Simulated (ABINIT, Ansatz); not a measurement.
# InH (P6_3/mmc): zone-centre phonons, part 2 of 4

Aim: the zone-centre modes of InH (P6_3/mmc).

ABINIT 10.8.3; DFT LDA, scalar-relativistic, plane waves, HGH norm-conserving pseudopotentials.

So far. Step 2 (Relaxation): The volume changes by -2.2 % from the cell with which this run began. Step 3 (Self-consistent run for the response): The cell stands at -0.29 GPa: the relaxation ran with a smoothed and higher cutoff, and the difference is a stress of the finite basis. The relaxed cell has a = 3.571, c = 5.650 Å (conventional setting).

The structure was built from a prototype and need not be the compound's stable phase.

## Step 4: Linear response at Γ

At q = 0 one unit cell holds all displacements. The response is solved for single atoms along the cell's directions, and symmetry skips those that follow from others. The crystal is treated as a metal, which screens a static field, so no field response is asked.

dfpt_gamma.abi

```

# common to the responses
getwfk_filepath "gso_WFK"
kptopt 2
nqpt 1
qpt 0.0 0.0 0.0
asr 0
chneut 0

# displacements
rfphon 1
rfatpol 1 4
rfdir 1 1 1
tolvrs 1.0d-10
prtwf 0

# basis, mesh and filling
ecut 35.0
ixc 7
ngkpt 9 9 6
nshiftk 1
shiftk 0.0 0.0 0.0
istwfk *1
occopt 7
tsmear 0.01
nband 9
nstep 100
diemac 1000000.0
prtebands 0
prtgsr 0

# cell and atoms
acell 6.748881974 6.748881974 10.67769197
rprim 
    1.0 6.70974e-07 0.0
    -0.5000005811 0.8660250683 0.0
    0.0 0.0 1.0
ntypat 2
znucl 49 1
natom 4
typat 1 1 2 2
xred 
    1/3 2/3 0.25
    2/3 1/3 0.75
    2/3 1/3 0.25
    1/3 2/3 0.75
pp_dirpath "./pseudo"
pseudos "In.hgh, H.hgh"
```

Started as:

```bash
$ OMP_NUM_THREADS=1 mpirun -n 4 abinit dfpt_gamma.abi > dfpt_gamma.log
```

Numbers of over 12 decimals in the logs are rounded to 6 here.

dfpt_gamma.abo, the main output file:

```text
[banners, grids, parts of the stress and lines that vanish by symmetry left out]
- input  file    -> dfpt_gamma.abi
- output file    -> dfpt_gamma.abo
- root for input  files -> dfpt_gammai
- root for output files -> dfpt_gammao

 Symmetries : space group P6_3/m m c (#194); Bravais hP (primitive hexag.)
================================================================================
 Values of the parameters that define the memory need of the present run (RF).
     intxc =       0      iscf =       7    lmnmax =       6     lnmax =       6
     mgfft =      60  mpssoang =       3    mqgrid =    3001     natom =       4
  nloc_mem =       1    nspden =       1   nspinor =       1    nsppol =       1
      nsym =      24    n1xccc =       0    ntypat =       2    occopt =       7
   xclevel =       1
-    mband =           9        mffmem =           1         mkmem =          61
-   mkqmem =          61        mk1mem =          61           mpw =        4203
      nfft =       77760          nkpt =         244
- my_mband =           9
================================================================================
================================================================================

--------------------------------------------------------------------------------
------------- Echo of variables that govern the present computation ------------
--------------------------------------------------------------------------------
-
- outvars: echo of selected default values
-   iomode0 =  0 , fftalg0 =312 , wfoptalg0 =  0
-
- outvars: echo of global parameters not present in the input file
-  max_nthreads =    1
-
 -outvars: echo values of preprocessed input variables
 [... echo left out ...]
================================================================================

 chkinp: Checking input parameters for consistency.

[...]
== DATASET  1 ==================================================================
-   mpi_nproc: 4, omp_nthreads: 1 (-1 if OMP is not activated)

--- !DatasetInfo
iteration_state: {dtset: 1, }
dimensions: {natom: 4, nkpt: 244, mband: 9, nsppol: 1, nspinor: 1, nspden: 1, mpw: 4203, }
cutoff_energies: {ecut:  35.0, pawecutdg:  -1.0, }
electrons: {nelect:   8.00000000E+00, charge:   0.00000000E+00, occopt:   7.00000000E+00, tsmear:   1.00000000E-02, }
meta: {optdriver: 1, rfphon: 1, }
...

 mkfilename: getwfk from: gso_WFK

 Exchange-correlation functional for the present dataset will be:
  LDA: Perdew-Wang 92 LSD fit to Ceperley-Alder data - ixc=7
 Citation for XC functional:
  J.P.Perdew and Y.Wang, PRB 45, 13244 (1992)

 Real(R)+Recip(G) space primitive vectors, cartesian coordinates (Bohr,Bohr^-1):
 R(1)=  6.7488820  0.0000045  0.0000000  G(1)=  0.1481726  0.0855476  0.0000000
 R(2)= -3.3744449  5.8447010  0.0000000  G(2)= -0.0000001  0.1710951  0.0000000
 R(3)=  0.0000000  0.0000000 10.6776920  G(3)=  0.0000000  0.0000000  0.0936532
 Unit cell volume ucvol=  4.2118383E+02 bohr^3
 Angles (23,13,12)=  9.00000000E+01  9.00000000E+01  1.20000000E+02 degrees
 setup1 : take into account q-point for computing boxcut.

 getcut: wavevector=  0.0000  0.0000  0.0000  ngfft=  36  36  60
         ecut(hartree)=     35.000   => boxcut(ratio)=   2.00296

--- Pseudopotential description ------------------------------------------------
- pspini: atom type   1  psp file is ./pseudo/In.hgh

- pspini: atom type   2  psp file is ./pseudo/H.hgh

   2.76118077E+02                                ecore*ucvol(ha*bohr**3)
--------------------------------------------------------------------------------

 ==>  initialize data related to q vector <==

 The list of irreducible perturbations for this q vector is:
    1)    idir= 1    ipert=   1
    2)    idir= 3    ipert=   1
    3)    idir= 1    ipert=   3
    4)    idir= 3    ipert=   3

[...]
The perturbation idir=   2  ipert=   1 is
 symmetric of a previously calculated perturbation.
 So, its SCF calculation is not needed.

 The perturbation idir=   1  ipert=   2 is
 symmetric of a previously calculated perturbation.
 So, its SCF calculation is not needed.

 The perturbation idir=   2  ipert=   2 is
 symmetric of a previously calculated perturbation.
 So, its SCF calculation is not needed.

 The perturbation idir=   3  ipert=   2 is
 symmetric of a previously calculated perturbation.
 So, its SCF calculation is not needed.

 The perturbation idir=   2  ipert=   3 is
 symmetric of a previously calculated perturbation.
 So, its SCF calculation is not needed.

 The perturbation idir=   1  ipert=   4 is
 symmetric of a previously calculated perturbation.
 So, its SCF calculation is not needed.

 The perturbation idir=   2  ipert=   4 is
 symmetric of a previously calculated perturbation.
 So, its SCF calculation is not needed.

 The perturbation idir=   3  ipert=   4 is
 symmetric of a previously calculated perturbation.
 So, its SCF calculation is not needed.

--------------------------------------------------------------------------------
 Perturbation wavevector (in red.coord.)   0.000000  0.000000  0.000000
 Perturbation : displacement of atom   1   along direction   1
 Found     2 symmetries that leave the perturbation invariant.

[...]
dfpt_looppert : total number of electrons, from k and k+q
  fully or partially occupied states are    8.000000E+00 and    8.000000E+00.
 Initialisation of the first-order wave-functions :
  ireadwf=   0

--- !BeginCycle
iteration_state: {dtset: 1, }
solver: {iscf: 7, nstep: 100, nline: 4, wfoptalg: 0, }
tolerances: {tolvrs: 1.00E-10, }
...

     iter   2DEtotal(Ha)        deltaE(Ha) residm    vres2
-ETOT  1  0.887598     -2.263E+01 2.550E-01 1.654E+03
 ETOT  2  0.647780     -2.398E-01 5.481E-02 6.085E+01
 ETOT  3  0.636425     -1.135E-02 1.822E-02 1.803E-01
 ETOT  4  0.636385     -4.009E-05 4.502E-02 2.209E-03
 ETOT  5  0.636384     -3.692E-07 1.831E-02 2.419E-05
[...]
At SCF step    8       vres2   =  5.86E-11 < tolvrs=  1.00E-10 =>converged.
[...]
Mean square residual over all n,k,spin=   39.260E-06; max=  45.065E-03

 Thirteen components of 2nd-order total energy (hartree) are
 1,2,3: 0th-order hamiltonian combined with 1st-order wavefunctions
     kin0=   2.36679952E+01 eigvalue=   9.60572664E-01  local=  -6.68779087E+00
 4,5,6: 1st-order hamiltonian combined with 1st and 0th-order wfs
 loc psp =  -1.11479607E+01  Hartree=   1.64448828E+00     xc=  -2.01900709E+00
 note that "loc psp" includes a xc core correction that could be resolved
 7,8,9: eventually, occupation + non-local contributions
    edocc=   1.42554086E+00     enl0=   3.89012639E+00   enl1=  -3.46158901E+01
 1-9 gives the relaxation energy (to be shifted if some occ is /=2.0)
   erelax=  -2.28819254E+01
 10,11,12 Non-relaxation  contributions : frozen-wavefunctions and Ewald
 fr.local=   9.19213993E-01 fr.nonlo=   1.72725080E+01  Ewald=   5.32658771E+00
 13,14 Frozen wf xc core corrections (1) and (2)
 frxc 1  =   0.00000000E+00  frxc 2 =   0.00000000E+00
 Resulting in :
 2DEtotal=    0.6363843154E+00 Ha. Also 2DEtotal=    0.173168994082E+02 eV
    (2DErelax=   -2.2881925365E+01 Ha. 2DEnonrelax=    2.3518309680E+01 Ha)
    (  non-var. 2DEtotal :    6.3638428922E-01 Ha)

[...]
Perturbation wavevector (in red.coord.)   0.000000  0.000000  0.000000
 Perturbation : displacement of atom   1   along direction   3
 Found     6 symmetries that leave the perturbation invariant.

[...]
dfpt_looppert : total number of electrons, from k and k+q
  fully or partially occupied states are    8.000000E+00 and    8.000000E+00.
 Initialisation of the first-order wave-functions :
  ireadwf=   0

--- !BeginCycle
iteration_state: {dtset: 1, }
solver: {iscf: 7, nstep: 100, nline: 4, wfoptalg: 0, }
tolerances: {tolvrs: 1.00E-10, }
...

     iter   2DEtotal(Ha)        deltaE(Ha) residm    vres2
-ETOT  1   130.20807550853      5.036E+01 6.688E+00 1.045E+06
[...]
At SCF step    9       vres2   =  5.07E-11 < tolvrs=  1.00E-10 =>converged.
[...]
Mean square residual over all n,k,spin=   11.183E-03; max=  48.535E-01

 Thirteen components of 2nd-order total energy (hartree) are
 1,2,3: 0th-order hamiltonian combined with 1st-order wavefunctions
     kin0=   5.88936713E+01 eigvalue=   2.31769970E+00  local=  -1.69033211E+01
 4,5,6: 1st-order hamiltonian combined with 1st and 0th-order wfs
 loc psp =  -7.91526963E+01  Hartree=   2.43892645E+01     xc=  -7.69829378E+00
 note that "loc psp" includes a xc core correction that could be resolved
 7,8,9: eventually, occupation + non-local contributions
    edocc=   8.19056532E+00     enl0=   9.83279435E+00   enl1=  -7.88920643E+01
 1-9 gives the relaxation energy (to be shifted if some occ is /=2.0)
   erelax=  -7.90223803E+01
 10,11,12 Non-relaxation  contributions : frozen-wavefunctions and Ewald
 fr.local=   1.51510011E+01 fr.nonlo=   4.03359323E+01  Ewald=   2.43583849E+01
 13,14 Frozen wf xc core corrections (1) and (2)
 frxc 1  =   0.00000000E+00  frxc 2 =   0.00000000E+00
 Resulting in :
 2DEtotal=    0.8229379137E+00 Ha. Also 2DEtotal=    0.223932814249E+02 eV
    (2DErelax=   -7.9022380321E+01 Ha. 2DEnonrelax=    7.9845318235E+01 Ha)
    (  non-var. 2DEtotal :    8.2293794409E-01 Ha)

[...]
Perturbation wavevector (in red.coord.)   0.000000  0.000000  0.000000
 Perturbation : displacement of atom   3   along direction   1
 Found     2 symmetries that leave the perturbation invariant.

[...]
dfpt_looppert : total number of electrons, from k and k+q
  fully or partially occupied states are    8.000000E+00 and    8.000000E+00.
 Initialisation of the first-order wave-functions :
  ireadwf=   0

--- !BeginCycle
iteration_state: {dtset: 1, }
solver: {iscf: 7, nstep: 100, nline: 4, wfoptalg: 0, }
tolerances: {tolvrs: 1.00E-10, }
...

     iter   2DEtotal(Ha)        deltaE(Ha) residm    vres2
-ETOT  1   2.207339     -4.420E+01 3.712E-01 6.377E+03
[...]
At SCF step    9       vres2   =  1.34E-11 < tolvrs=  1.00E-10 =>converged.
[...]
Mean square residual over all n,k,spin=   25.317E-05; max=  29.064E-02

 Thirteen components of 2nd-order total energy (hartree) are
 1,2,3: 0th-order hamiltonian combined with 1st-order wavefunctions
     kin0=   4.89854516E+01 eigvalue=   1.95762966E+00  local=  -1.26175400E+01
 4,5,6: 1st-order hamiltonian combined with 1st and 0th-order wfs
 loc psp =  -9.18974216E+01  Hartree=   9.05026844E+00     xc=  -5.50579193E+00
 note that "loc psp" includes a xc core correction that could be resolved
 7,8,9: eventually, occupation + non-local contributions
    edocc=   3.77272308E+00     enl0=   3.05969981E-01   enl1=   0.00000000E+00
 1-9 gives the relaxation energy (to be shifted if some occ is /=2.0)
   erelax=  -4.59487108E+01
 10,11,12 Non-relaxation  contributions : frozen-wavefunctions and Ewald
 fr.local=   4.16520595E+01 fr.nonlo=   0.00000000E+00  Ewald=   4.75158565E+00
 13,14 Frozen wf xc core corrections (1) and (2)
 frxc 1  =   0.00000000E+00  frxc 2 =   0.00000000E+00
 Resulting in :
 2DEtotal=    0.4549344037E+00 Ha. Also 2DEtotal=    0.123793957760E+02 eV
    (2DErelax=   -4.5948710777E+01 Ha. 2DEnonrelax=    4.6403645181E+01 Ha)
    (  non-var. 2DEtotal :    4.5493439011E-01 Ha)

[...]
Perturbation wavevector (in red.coord.)   0.000000  0.000000  0.000000
 Perturbation : displacement of atom   3   along direction   3
 Found     6 symmetries that leave the perturbation invariant.

--------------------------------------------------------------------------------

--------------------------------------------------------------------------------

 dfpt_looppert : total number of electrons, from k and k+q
  fully or partially occupied states are    8.000000E+00 and    8.000000E+00.
 Initialisation of the first-order wave-functions :
  ireadwf=   0

--- !BeginCycle
iteration_state: {dtset: 1, }
solver: {iscf: 7, nstep: 100, nline: 4, wfoptalg: 0, }
tolerances: {tolvrs: 1.00E-10, }
...

     iter   2DEtotal(Ha)        deltaE(Ha) residm    vres2
-ETOT  1   28.778265974517     -8.498E+01 1.806E+00 2.392E+05
[...]
ETOT  9  -1.442567     -2.458E-12 3.516E+00 4.824E-10
 ETOT 10  -1.442567     -3.155E-12 2.150E-02 5.015E-12

 At SCF step   10       vres2   =  5.02E-12 < tolvrs=  1.00E-10 =>converged.
[...]
Mean square residual over all n,k,spin=   49.543E-06; max=  21.502E-03

 Thirteen components of 2nd-order total energy (hartree) are
 1,2,3: 0th-order hamiltonian combined with 1st-order wavefunctions
     kin0=   1.25347122E+02 eigvalue=   5.49741614E+00  local=  -3.20783261E+01
 4,5,6: 1st-order hamiltonian combined with 1st and 0th-order wfs
 loc psp =  -2.30402995E+02  Hartree=   2.27545539E+01     xc=  -1.36288382E+01
 note that "loc psp" includes a xc core correction that could be resolved
 7,8,9: eventually, occupation + non-local contributions
    edocc=   6.91956154E+00     enl0=   3.90008430E-01   enl1=   0.00000000E+00
 1-9 gives the relaxation energy (to be shifted if some occ is /=2.0)
   erelax=  -1.15201497E+02
 10,11,12 Non-relaxation  contributions : frozen-wavefunctions and Ewald
 fr.local=   1.13735293E+02 fr.nonlo=   0.00000000E+00  Ewald=   2.36372445E-02
 13,14 Frozen wf xc core corrections (1) and (2)
 frxc 1  =   0.00000000E+00  frxc 2 =   0.00000000E+00
 Resulting in :
 2DEtotal=   -0.1442567108E+01 Ha. Also 2DEtotal=   -0.392542507705E+02 eV
    (2DErelax=   -1.1520149746E+02 Ha. 2DEnonrelax=    1.1375893035E+02 Ha)
    (  non-var. 2DEtotal :   -1.4425670983E+00 Ha)

[...]
---- first-order wavefunction calculations are completed ----

 ==> Compute Derivative Database <==

 [... matrices left out ...]
  Phonon wavevector (reduced coordinates) :  0.00000  0.00000  0.00000
 Phonon energies in Hartree :
  -3.536225E-03 -1.164672E-03 -4.006258E-04 -4.006258E-04  8.013639E-07
   8.013707E-07  6.426533E-06  3.970678E-04  2.185436E-03  2.185436E-03
   2.527908E-03  2.527908E-03
 Phonon frequencies in cm-1    :
- -7.761117E+02 -2.556160E+02 -8.792720E+01 -8.792720E+01  1.758790E-01
-  1.758805E-01  1.410461E+00  8.714631E+01  4.796479E+02  4.796479E+02
-  5.548116E+02  5.548116E+02

== END DATASET(S) ==============================================================
================================================================================

 -outvars: echo values of variables after computation
            acell      6.7488819740E+00  6.7488819740E+00  1.0677691970E+01 Bohr
           etotal     -1.4425671083E+00
            fcart      0.0000000000E+00  0.0000000000E+00  0.0000000000E+00
           strten      0.0000000000E+00  0.0000000000E+00  0.0000000000E+00
================================================================================
```

Wall time 87 s (4 MPI ranks of Arm Neoverse V1, shared host); 5.8 min of CPU time.

Numbers from this step:

```yaml
largest_acoustic_frequency_at_the_zone_centre_before_the_sum_rule: 1.41 cm⁻¹
highest_optical_zone_centre_mode_no_lo_to_term: 554.8 cm⁻¹
lowest_optical_zone_centre_mode: -776.1 cm⁻¹
```

The acoustic modes at Γ come out as far as 1.4 cm⁻¹ from zero, where they should vanish, a small numerical error. The lowest optical mode is imaginary, 776i cm⁻¹, an instability at this level and on this k mesh.

(Part 2 of 4 ends here.)

[Host names and launcher messages were left out of these logs when they were recorded.]

[Logs are printed without paths, hosts, clocks, repeated set-up lines and the standing remarks that a program may print on its own settings, such as how far it seeks lower states.]

[Hosts, paths, dates, database ids (printed as entryN), source tags and the programs' standing remarks are cut or masked in the printed files.]
